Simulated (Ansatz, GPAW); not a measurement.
## S/Pd(111): converging a work function

How do cutoff, mesh, smearing and the dipole layer change the work function of S/Pd(111)?

Main program and level: GPAW 26.7.0 and Ansatz 0.2.0; Ansatz plane waves; slab in vacuum with a dipole correction, relaxation; PAW set soft_1, in the first sound run; inputs show where later runs differ.

### 1. The structure

The cell holds 18 atoms: 16 Pd and 2 S. Cell: a = 5.501 Å, b = 5.501 Å, c = 24.748 Å, α = 90.0°, β = 90.0°, γ = 60.0°. Vacuum lies along c.

### 2. Relaxing the atoms

Forces are removed first; all later runs use this geometry. The lowest 8 atoms are held at bulk positions and keep their forces.

Input file input.yaml:

```yaml
crystal:
  lattice:
    - [5.5012907576, 0.0, 0.0]
    - [2.7506453788, 4.7642575497, 0.0]
    - [0.0, 0.0, 24.7481072804]
  atoms:
    - { symbol: Pd, position: [0.0, 0.0, 0.3232570438] }
    - { symbol: Pd, position: [0.1666666666, 0.1666666666, 0.414007117] }
    - { symbol: Pd, position: [0.3333333334, 0.3333333334, 0.5047571902] }
    - { symbol: Pd, position: [0.0, 0.0, 0.5955072634] }
    - { symbol: Pd, position: [0.0, 0.5, 0.3232570438] }
    - { symbol: Pd, position: [0.1666666666, 0.6666666666, 0.414007117] }
    - { symbol: Pd, position: [0.3333333334, 0.8333333333, 0.5047571902] }
    - { symbol: Pd, position: [0.0, 0.5, 0.5955072634] }
    - { symbol: Pd, position: [0.5, 0.0, 0.3232570438] }
    - { symbol: Pd, position: [0.6666666666, 0.1666666666, 0.414007117] }
    - { symbol: Pd, position: [0.8333333334, 0.3333333334, 0.5047571902] }
    - { symbol: Pd, position: [0.5, 0.0, 0.5955072634] }
    - { symbol: Pd, position: [0.5, 0.5, 0.3232570438] }
    - { symbol: Pd, position: [0.6666666666, 0.6666666666, 0.414007117] }
    - { symbol: Pd, position: [0.8333333334, 0.8333333333, 0.5047571902] }
    - { symbol: Pd, position: [0.5, 0.5, 0.5955072634] }
    - { symbol: S, position: [0.3333333333, 0.3333333333, 0.6767429562] }
    - { symbol: S, position: [0.8333333333, 0.3333333333, 0.6767429562] }
kpoints:
  mp_grid: { grid: [7, 7, 1] }
hamiltonian:
  xc: pbe
  pseudopotentials: { kind: paw, azcp: { folder: soft_1 } }
scf:
  occupations: { method: fermi_dirac, width: 0.1 }
efield:
  axis: 3
  dipole_correction: true
  ramp_width: 0.05
relax:
  f_tol: 0.02
  max_steps: 60
  constraints: [{ sites: [0, 1, 4, 5, 8, 9, 12, 13] }]
output:
  write_potential: true
  write_density: true
  volumetric_format: npy
```

Command:

```bash
ansatz run input.yaml --threads 4 --pin off --max-ram 8192MiB --backend cpu --events-out ev --progress --plain --runs-dir out
```

Numbers of over 12 decimals in the logs are rounded to 6 here.

The log of the run:

```text
Engine: ansatz 0.2.0, aarch64-unknown-linux-gnu
Pseudopotentials: kind: paw
Pseudopotential: Pd, paw, valence charge 18, recommended cutoff 420 eV (normal), soft_1/Pd.paw.azcp
Pseudopotential: S, paw, valence charge 6, recommended cutoff 420 eV (normal), soft_1/S.paw.azcp
Functional definition: PBE
  parameter kappa = 0.804
  parameter beta = 0.066725
  exchange = pbe_x(kappa = kappa, mu = beta*pi^2/3)
  correlation = pbe_c(beta = beta)
Crystal: 18 atoms, lattice volume = 648.637 Å³
Basis set: ecut = 420 eV, 12677 PW (Γ), exchange–correlation on 80×80×360 points (8 copies of the dense FFT grid, shifted against one another)
Bands: 180, of which v1, the nominal top of the filled ones, is band 150 counted from 1 (149 counted from 0)
Symmetry: 4 space group operations
Space group: Pm (ITA 6), of the structure as read, at distance tolerance 8.7e-5 Å
k-points: 16 of 49 (time reversal used)
Non-local potential: Pd, projectors of the file, l = 0: 2, l = 1: 2, l = 2: 2, l = 3: 1
Non-local potential: S, projectors of the file, l = 0: 2, l = 1: 2, l = 2: 1
PAW form: soft (Blöchl's): semilocal exchange-correlation on the pseudo side does not see the compensation charge
PAW one-centre angular grid: Pd, 590 points (default); XC on 64 Gauss nodes
PAW one-centre angular grid: S, 110 points (default); XC on 64 Gauss nodes
Initial density: superposition of atomic densities (neutral atoms: chi_scale 0, normalization atom)
Initial wavefunctions: pseudopotential atomic-orbital guess
Functional: x = pbe(κ = 0.804, μ = 0.219515), c = pbe(β = 0.066725)
SCF iter   1: F=—  HF=-113388.046546 eV  |F-HF|=—  |Δ(HF+E_count)|=         —  Δρ=1.10e-1  dr2=1.66e2  ethr=3.10e-3  p=0.000 e·Å  D=1.84e-9 V/Å  ΔV_dip=-0.00 eV  dr2_dipole=1.52e1  V_vac-E_F(+/−)=2.64/2.64 eV  ⟨swp⟩=7.0  Hψ=11615  notcnv=0  defer=71
efield: sawtooth ramp at fractional position 0.9750 (placed from the atoms, in the widest stretch of the axis that holds none; the zero of the levels goes with the place), width 0.0500; the density the first Hamiltonian is built on has a dipole p = 0.000 e·Å; the dipole correction subtracts the counter field D = 1.84e-9 V/Å, which shifts the + side's vacuum level by -0.00 eV against the − side's; the planar-averaged density in the ramp window peaks in size at 2.5e-7 e/Å³
preconditioner: auto → LDOS  [metal: Δε(μ)=0.011 eV  Ē_g=6.374 eV  σ=0.100 eV  W_gap=0.03  n_scr=138 (ndim 8)  ℏωp=19.1 eV  f_vac=0.547  D(μ)=36.25/eV (n_scr^D=342)  β→1.0]
SCF iter   2: F=—  HF=-113387.816547 eV  |F-HF|=—  |Δ(HF+E_count)|=   2.30e-1  Δρ=1.09e-1  dr2=8.06e1  ethr=3.10e-3  p=0.097 e·Å  D=2.71e-2 V/Å  ΔV_dip=-0.67 eV  dr2_dipole=1.37e-2  V_vac-E_F(+/−)=4.20/4.87 eV  ⟨swp⟩=4.0  Hψ=7789  notcnv=0  defer=162
SCF iter   3: F=—  HF=-113368.209665 eV  |F-HF|=—  |Δ(HF+E_count)|=    1.96e1  Δρ=1.62e-2  dr2=7.81e0  ethr=3.10e-3  p=0.103 e·Å  D=2.86e-2 V/Å  ΔV_dip=-0.71 eV  dr2_dipole=1.02e0  V_vac-E_F(+/−)=4.40/5.11 eV  ⟨swp⟩=3.0  Hψ=7385  notcnv=0  defer=261
SCF iter   4: F=—  HF=-113367.856325 eV  |F-HF|=—  |Δ(HF+E_count)|=   3.53e-1  Δρ=8.23e-3  dr2=2.03e0  ethr=2.60e-3  p=-0.038 e·Å  D=-1.06e-2 V/Å  ΔV_dip=0.26 eV  dr2_dipole=1.53e-1  V_vac-E_F(+/−)=5.16/4.90 eV  ⟨swp⟩=2.8  Hψ=3549  notcnv=0  defer=219
SCF iter   5: F=—  HF=-113367.711034 eV  |F-HF|=—  |Δ(HF+E_count)|=   1.45e-1  Δρ=4.60e-3  dr2=8.45e-1  ethr=6.76e-4  p=-0.018 e·Å  D=-5.02e-3 V/Å  ΔV_dip=0.12 eV  dr2_dipole=1.87e-1  V_vac-E_F(+/−)=5.33/5.21 eV  ⟨swp⟩=2.2  Hψ=3518  notcnv=0  defer=219
SCF iter   6: F=—  HF=-113367.702063 eV  |F-HF|=—  |Δ(HF+E_count)|=   8.97e-3  Δρ=1.96e-3  dr2=1.12e-1  ethr=2.82e-4  p=-0.028 e·Å  D=-7.69e-3 V/Å  ΔV_dip=0.19 eV  dr2_dipole=2.49e-4  V_vac-E_F(+/−)=5.38/5.19 eV  ⟨swp⟩=1.6  Hψ=3052  notcnv=0  defer=221
SCF iter   7: F=—  HF=-113367.693062 eV  |F-HF|=—  |Δ(HF+E_count)|=   9.00e-3  Δρ=6.97e-4  dr2=8.72e-3  ethr=3.74e-5  p=-0.037 e·Å  D=-1.04e-2 V/Å  ΔV_dip=0.26 eV  dr2_dipole=1.34e-4  V_vac-E_F(+/−)=5.49/5.23 eV  ⟨swp⟩=2.1  Hψ=3974  notcnv=0  defer=221
SCF iter   8: F=—  HF=-113367.693071 eV  |F-HF|=—  |Δ(HF+E_count)|=   9.01e-6  Δρ=3.07e-4  dr2=3.08e-3  ethr=2.91e-6  p=-0.040 e·Å  D=-1.10e-2 V/Å  ΔV_dip=0.27 eV  dr2_dipole=1.17e-7  V_vac-E_F(+/−)=5.50/5.22 eV  ⟨swp⟩=2.1  Hψ=4010  notcnv=0  defer=221
SCF iter   9: F=—  HF=-113367.693052 eV  |F-HF|=—  |Δ(HF+E_count)|=   1.86e-5  Δρ=1.48e-4  dr2=7.08e-4  ethr=1.03e-6  p=-0.040 e·Å  D=-1.13e-2 V/Å  ΔV_dip=0.28 eV  dr2_dipole=2.50e-4  V_vac-E_F(+/−)=5.49/5.21 eV  ⟨swp⟩=1.4  Hψ=2771  notcnv=0  defer=221
SCF iter  10: F=—  HF=-113367.693042 eV  |F-HF|=—  |Δ(HF+E_count)|=   1.01e-5  Δρ=6.45e-5  dr2=7.43e-5  ethr=2.36e-7  p=-0.041 e·Å  D=-1.14e-2 V/Å  ΔV_dip=0.28 eV  dr2_dipole=2.00e-6  V_vac-E_F(+/−)=5.50/5.22 eV  ⟨swp⟩=1.8  Hψ=3192  notcnv=0  defer=221
SCF iter  11: F=-113367.693039 eV  HF=-113367.693046 eV  |F-HF|=7.41e-6  |Δ(HF+E_count)|=   4.04e-6  Δρ=1.78e-5  dr2=7.64e-6  ethr=3.33e-9  p=-0.041 e·Å  D=-1.14e-2 V/Å  ΔV_dip=0.28 eV  dr2_dipole=1.93e-6  V_vac-E_F(+/−)=5.50/5.22 eV  ⟨swp⟩=11.4  Hψ=25951  notcnv=0
SCF 1 converged in 11 iterations: F = -113367.693039 eV  dr2 = 7.64e-6
  greatest PAW one-centre occupation: 0.999 electrons in one spin orbital (limit 2), on the Pd atom at site 15 (counted from 0), in its partial waves of l = 0
relax step   1: F+E_penalty+E_count = -113367.69303896 eV  Δ(F+E_penalty+E_count) = +0.000e0 eV  max|allowed force component| = 1.756e0 eV/Å  Δτ_max = 0.0000 Å  (11 SCF iters, dr2 threshold 1.00e-5 eV, accepted)
Initial density: handed on by an earlier stage of this run
Initial wavefunctions: those handed on with the density
SCF iter   1: F=—  HF=-113368.709208 eV  |F-HF|=—  |Δ(HF+E_count)|=         —  Δρ=1.63e-2  dr2=1.08e1  ethr=3.10e-3  p=-0.041 e·Å  D=-1.14e-2 V/Å  ΔV_dip=0.28 eV  dr2_dipole=4.31e0  V_vac-E_F(+/−)=5.47/5.19 eV  ⟨swp⟩=5.8  Hψ=8723  notcnv=0  defer=130
efield: sawtooth ramp at fractional position 0.9750 (handed on by an earlier solve), width 0.0500; the density the first Hamiltonian is built on has a dipole p = -0.041 e·Å; the dipole correction subtracts the counter field D = -1.14e-2 V/Å, which shifts the + side's vacuum level by +0.28 eV against the − side's; the planar-averaged density in the ramp window peaks in size at 2.9e-6 e/Å³
preconditioner: auto → LDOS  [metal: Δε(μ)=0.010 eV  Ē_g=7.254 eV  σ=0.100 eV  W_gap=0.02  n_scr=138 (ndim 8)  ℏωp=19.1 eV  f_vac=0.543  D(μ)=28.95/eV (n_scr^D=268)  β→1.0]
[...]
SCF iter   1: F=—  HF=-113368.601622 eV  |F-HF|=—  |Δ(HF+E_count)|=         —  Δρ=1.39e-3  dr2=8.35e-3  ethr=6.60e-5  p=0.022 e·Å  D=6.16e-3 V/Å  ΔV_dip=-0.15 eV  dr2_dipole=8.06e-5  V_vac-E_F(+/−)=5.08/5.23 eV  ⟨swp⟩=3.1  Hψ=6660  notcnv=0  defer=218
efield: sawtooth ramp at fractional position 0.9750 (handed on by an earlier solve), width 0.0500; the density the first Hamiltonian is built on has a dipole p = 0.022 e·Å; the dipole correction subtracts the counter field D = 6.16e-3 V/Å, which shifts the + side's vacuum level by -0.15 eV against the − side's; the planar-averaged density in the ramp window peaks in size at 1.8e-6 e/Å³
preconditioner: auto → LDOS  [metal: Δε(μ)=0.002 eV  Ē_g=7.305 eV  σ=0.100 eV  W_gap=0.00  n_scr=138 (ndim 8)  ℏωp=19.1 eV  f_vac=0.547  D(μ)=30.06/eV (n_scr^D=292)  β→1.0]
SCF iter   2: F=—  HF=-113368.601153 eV  |F-HF|=—  |Δ(HF+E_count)|=   4.69e-4  Δρ=7.59e-4  dr2=5.63e-3  ethr=2.78e-6  p=0.022 e·Å  D=6.04e-3 V/Å  ΔV_dip=-0.15 eV  dr2_dipole=2.70e-4  V_vac-E_F(+/−)=5.08/5.23 eV  ⟨swp⟩=2.8  Hψ=5754  notcnv=0  defer=216
SCF iter   3: F=—  HF=-113368.599455 eV  |F-HF|=—  |Δ(HF+E_count)|=   1.70e-3  Δρ=1.75e-4  dr2=4.42e-4  ethr=1.88e-6  p=0.022 e·Å  D=6.08e-3 V/Å  ΔV_dip=-0.15 eV  dr2_dipole=4.08e-5  V_vac-E_F(+/−)=5.08/5.23 eV  ⟨swp⟩=2.5  Hψ=4895  notcnv=0  defer=216
SCF iter   4: F=—  HF=-113368.599405 eV  |F-HF|=—  |Δ(HF+E_count)|=   5.02e-5  Δρ=9.12e-5  dr2=1.05e-4  ethr=1.47e-7  p=0.022 e·Å  D=6.06e-3 V/Å  ΔV_dip=-0.15 eV  dr2_dipole=1.13e-6  V_vac-E_F(+/−)=5.08/5.23 eV  ⟨swp⟩=2.9  Hψ=5124  notcnv=0  defer=216
SCF iter   5: F=—  HF=-113368.599398 eV  |F-HF|=—  |Δ(HF+E_count)|=   7.20e-6  Δρ=3.80e-5  dr2=1.96e-5  ethr=3.49e-8  p=0.022 e·Å  D=6.06e-3 V/Å  ΔV_dip=-0.15 eV  dr2_dipole=1.92e-7  V_vac-E_F(+/−)=5.08/5.23 eV  ⟨swp⟩=2.2  Hψ=4283  notcnv=0  defer=216
SCF iter   6: F=—  HF=-113368.599804 eV  |F-HF|=—  |Δ(HF+E_count)|=   4.06e-4  Δρ=2.00e-5  dr2=4.91e-6  ethr=6.52e-9  p=0.022 e·Å  D=6.06e-3 V/Å  ΔV_dip=-0.15 eV  dr2_dipole=1.91e-8  V_vac-E_F(+/−)=5.08/5.23 eV  ⟨swp⟩=2.1  Hψ=4171  notcnv=0  defer=216
SCF iter   7: F=—  HF=-113368.599805 eV  |F-HF|=—  |Δ(HF+E_count)|=   1.37e-6  Δρ=7.79e-6  dr2=8.67e-7  ethr=1.64e-9  p=0.022 e·Å  D=6.06e-3 V/Å  ΔV_dip=-0.15 eV  dr2_dipole=5.12e-8  V_vac-E_F(+/−)=5.08/5.23 eV  ⟨swp⟩=1.8  Hψ=3265  notcnv=0  defer=216
SCF iter   8: F=-113368.599806 eV  HF=-113368.599806 eV  |F-HF|=8.85e-9  |Δ(HF+E_count)|=   4.33e-7  Δρ=2.19e-6  dr2=6.63e-8  ethr=3.33e-11  p=0.022 e·Å  D=6.06e-3 V/Å  ΔV_dip=-0.15 eV  dr2_dipole=6.96e-9  V_vac-E_F(+/−)=5.08/5.23 eV  ⟨swp⟩=9.3  Hψ=22308  notcnv=0
SCF 6 converged in 8 iterations: F = -113368.599806 eV  dr2 = 6.63e-8
relax step   6: F+E_penalty+E_count = -113368.59980569 eV  Δ(F+E_penalty+E_count) = -1.608e-3 eV  max|allowed force component| = 5.790e-3 eV/Å  Δτ_max = 0.0222 Å  (8 SCF iters, accepted)
NSCF: frozen V_eff on 16 k-points
the band table was solved once a step of the walk had ended and its energy, with any forces and stress, was formed, with the checks that follow a solve (14088 applications of the Hamiltonian). They found nothing against the state; the energy, forces and stress were not computed again (output.eigenvalues in the input reference)
WARN: The output density's exchange-correlation potential varies sharply where the density is thin. Do not read a vacuum level from v_tot or v_xc, or from such a field of the output density. On a cell that repeats whose density bears no net charge and no dipole along the vacuum's axis use v_es (v_loc + v_h of the components); under efield.dipole_correction with no amplitude use v_es + v_field, which holds any externa [...]
SCF converged after 8 iterations
Free energy (F): -113368.599806 eV
Harris-Foulkes:  -113368.599806 eV  (|F-HF|=8.85e-9)
Internal energy: -113367.638444 eV  (E = F + TS)
E sigma→0 (E₀):  -113368.119125 eV
Entropy (-TS):   -0.961362 eV (-53.409 meV/atom)
Fermi energy:    4.598565 eV
Dipole field:    D = 0.006126 V/Å  (p = 0.021961 e·Å, saw-weighted, corrected)
Work function:   Φ+ = 5.0777 eV   Φ− = 5.2293 eV
Levels:          The Fermi level and band energies are counted from a zero that moves with the ramp; work functions are not
--- Per-component energies (eV) ---
  E_band       = -6587.538326
  E_kinetic    = 7385.992162
  E_local      = -518071.906094  (includes V_loc(G=0)·N_el)
  E_nonlocal   = 6002.650651
  E_hartree    = 253951.806603
  E_xc         = -2389.031213
  E_vxc        = -2961.252483  (∫ρ·V_xc dr)
  E_paw        = -62192.397664  (= ΣΔE_a)
  E_vpaw       = -6847.971992  (= ΣTr[D̂ρ^β])
  E_aug_tail   = 0.003803  (compensation charges beyond the density's cutoff)
  E_efield     = 0.000067  (sawtooth field / dipole correction)
  E_vefield    = 1.363228  (∫n·V_field dr)
  E_ewald      = 201945.243241
  E_smearing   = -0.961362  (= −TS)
  E_closure    = -0.000000  (closes the sum)
  Σ components = -113368.599806   (vs F -113368.599806, Δ=0.00e0)
--- Forces (eV/Å), atoms counted from 1 ---
  atom   1  Pd     0.00000000    -0.00617563    -0.33663969
  atom   2  Pd     0.00000000    -0.05632080     0.31226909
  atom   3  Pd    -0.00000000    -0.00149575     0.00177168
  atom   4  Pd     0.00000000    -0.00009635     0.00136707
  atom   5  Pd     0.00000000     0.00445665    -0.34377524
  atom   6  Pd     0.00000000     0.05759352     0.36535350
  atom   7  Pd     0.00000000     0.00210492     0.00192985
  atom   8  Pd     0.00000000     0.00574372    -0.00292843
  atom   9  Pd     0.00000000    -0.00617563    -0.33663969
  atom  10  Pd     0.00000000    -0.05632080     0.31226909
  atom  11  Pd    -0.00000000    -0.00149575     0.00177168
  atom  12  Pd     0.00000000    -0.00009635     0.00136707
  atom  13  Pd     0.00000000     0.00445665    -0.34377524
  atom  14  Pd     0.00000000     0.05759352     0.36535350
  atom  15  Pd     0.00000000     0.00210492     0.00192985
  atom  16  Pd     0.00000000     0.00574372    -0.00292843
  atom  17  S      0.00000000    -0.00578993     0.00066343
  atom  18  S      0.00000000    -0.00578993     0.00066343
  max |Σ_I F_I| component: 4.07e-5 eV/Å
--- Band table (eV; the first three rows and the last of 16) ---
  k-point 0: bands = [... 146 lower, 4.7287, 4.7572, 4.7607, 4.7662, 4.9107, 4.9152, 4.9172, 5.0746, ... 26 higher]
  k-point 1: bands = [... 146 lower, 4.5525, 4.5734, 4.6322, 4.7202, 4.7363, 4.7677, 4.8898, 5.1481, ... 26 higher]
  k-point 2: bands = [... 146 lower, 4.4115, 4.4308, 4.4443, 4.5134, 4.6873, 4.6887, 4.8467, 4.9932, ... 26 higher]
  k-point 15: bands = [... 146 lower, 4.2727, 4.2851, 4.3239, 4.3514, 4.4545, 4.4923, 4.6789, 4.6793, ... 26 higher]
--- Relaxed structure (6 steps of the walk, 6 accepted, 0 SCFs on fresh bases) ---
  F+E_penalty+E_count = -113368.59980569 eV   max|allowed force component| = 5.790e-3 eV/Å
  atoms:
    - { symbol: Pd, position: [-2.6984587404801705e-17, 0.0, 0.323257] }
    - { symbol: Pd, position: [0.1666666667, 0.1666666666, 0.414007] }
    - { symbol: Pd, position: [0.332481, 0.335038, 0.507009] }
    - { symbol: Pd, position: [0.00520056, -0.010401, 0.599929] }
    - { symbol: Pd, position: [-5.551115123125783e-17, 0.5, 0.323257] }
    - { symbol: Pd, position: [0.166667, 0.6666666666, 0.414007] }
    - { symbol: Pd, position: [0.334371, 0.831257, 0.507324] }
    - { symbol: Pd, position: [-0.001279, 0.502558, 0.604830] }
    - { symbol: Pd, position: [0.5, 0.0, 0.323257] }
    - { symbol: Pd, position: [0.666667, 0.1666666666, 0.414007] }
    - { symbol: Pd, position: [0.832481, 0.335038, 0.507009] }
    - { symbol: Pd, position: [0.505201, -0.010401, 0.599929] }
    - { symbol: Pd, position: [0.5, 0.5, 0.323257] }
    - { symbol: Pd, position: [0.666667, 0.6666666666, 0.414007] }
    - { symbol: Pd, position: [0.834371, 0.831257, 0.507324] }
    - { symbol: Pd, position: [0.498721, 0.502558, 0.604830] }
    - { symbol: S, position: [0.352568, 0.294863, 0.669950] }
    - { symbol: S, position: [0.852568, 0.294863, 0.669950] }
```

Run time: 7.6 min. Hardware: 4 threads of Arm Neoverse V1, shared host; peak memory 2.9 GiB; 29 min of CPU time.

Step by step:

```
step  energy less that of the first step (eV)  largest force component (eV/Å)
   1                                   0.0000                          1.7559
   2                                  -0.7401                          1.0348
   3                                  -0.8524                          0.6864
   4                                  -0.9038                          0.1200
   5                                  -0.9052                          0.0354
   6                                  -0.9068                          0.0058
```

The run keeps the 4 symmetry operations that it works with, so distortions that break them were not tested.

The atoms that moved most (Å):

```csv
atom,dx,dy,dz,length
S18,0.000,-0.183,-0.168,0.249
S17,0.000,-0.183,-0.168,0.249
Pd8,0.000,0.012,0.231,0.231
Pd16,0.000,0.012,0.231,0.231
Pd12,0.000,-0.050,0.109,0.120
Pd4,0.000,-0.050,0.109,0.120
Pd7,0.000,-0.010,0.064,0.064
Pd15,0.000,-0.010,0.064,0.064
```

The relaxed structure:

```cif
data_structure
_symmetry_space_group_name_H-M 'P 1'
_symmetry_Int_Tables_number 1
_cell_length_a 5.5013
_cell_length_b 5.5013
_cell_length_c 24.7481
_cell_angle_alpha 90.000
_cell_angle_beta 90.000
_cell_angle_gamma 60.000
_cell_volume 648.64
loop_
_atom_site_label
_atom_site_type_symbol
_atom_site_fract_x
_atom_site_fract_y
_atom_site_fract_z
_atom_site_occupancy
Pd1 Pd 0.00000 0.00000 0.32326 1
Pd2 Pd 0.16667 0.16667 0.41401 1
Pd3 Pd 0.33248 0.33504 0.50701 1
Pd4 Pd 0.00520 0.98960 0.59993 1
Pd5 Pd 0.00000 0.50000 0.32326 1
Pd6 Pd 0.16667 0.66667 0.41401 1
Pd7 Pd 0.33437 0.83126 0.50732 1
Pd8 Pd 0.99872 0.50256 0.60483 1
Pd9 Pd 0.50000 0.00000 0.32326 1
Pd10 Pd 0.66667 0.16667 0.41401 1
Pd11 Pd 0.83248 0.33504 0.50701 1
Pd12 Pd 0.50520 0.98960 0.59993 1
Pd13 Pd 0.50000 0.50000 0.32326 1
Pd14 Pd 0.66667 0.66667 0.41401 1
Pd15 Pd 0.83437 0.83126 0.50732 1
Pd16 Pd 0.49872 0.50256 0.60483 1
S17 S 0.35257 0.29486 0.66995 1
S18 S 0.85257 0.29486 0.66995 1
```

Numbers from this step:

```yaml
free_energy: -113368.5998 eV
smearing_term_ts: 0.9614 eV
symmetry_operations: 4
upper_work_function: 5.078 eV
lower_work_function: 5.229 eV
dipole_along_the_normal: 0.02196 e·Å
dipole_field: 0.006126 V/Å
vacuum_level_above: 9.676 eV
vacuum_level_below: 9.828 eV
```

The electrostatic potential energy of an electron (with the applied field's), less the Fermi level, planar mean oscillates, so the rows of the table below give means over windows of 2.34 Å about each position, cut where the curve ends. Its maxima inside the range that stand out by 2 % of the span (Å: eV): 9.1: 0.809, 11.4: 1.11, 13.7: 1.19, 15.9: -2.75. Its minima: 8.0: -19.1, 10.3: -19.0, 12.5: -19.1, 14.8: -19.3, 16.5: -4.44.

Table of electrostatic potential energy of an electron (with the applied field's), less the Fermi level, planar mean by z; means over each step:

z (Å), electrostatic potential energy of an electron (with the applied field's), less the Fermi level, planar mean (eV) and a bar from the least value:
```
     1.17        5.2 ##############################
     3.51        5.2 ##############################
     5.85        4.6 #############################
     8.19       -8.4 ###
    10.53       -8.5 ###
    12.87       -8.5 ###
    15.21       -9.9 
    17.55        1.5 #######################
    19.89        5.1 ##############################
    22.23        5.1 ##############################
    24.57        5.1 ##############################
```

The valence density, planar mean oscillates, so the rows of the table below give means over windows of 2.34 Å about each position, cut where the curve ends. Its maxima inside the range that stand out by 2 % of the span (Å: e/Å³): 8.0: 2.62, 10.3: 2.60, 12.5: 2.62, 14.8: 2.59. Its minima: 9.1: 0.269, 11.4: 0.241, 13.7: 0.228.

The valence density, planar mean by z; means over each step:

```
z (Å)  valence density, planar mean (e/Å³)
 3.51                               4.4e-5
 5.85                               0.0275
 8.19                                 1.18
10.53                                 1.18
12.87                                 1.17
15.21                                 1.21
17.55                                0.126
19.89                               2.9e-4
22.23                                    0
```

The relaxation lowered the energy of the cell by 0.907 eV.

(Part 1 of 3 ends here.)

[Logs are printed without paths, hosts, clocks, repeated set-up lines and the standing remarks that a program may print on its own settings, such as how far it seeks lower states.]

[Hosts, paths, dates, database ids (printed as entryN), source tags and the programs' standing remarks are cut or masked in the printed files.]
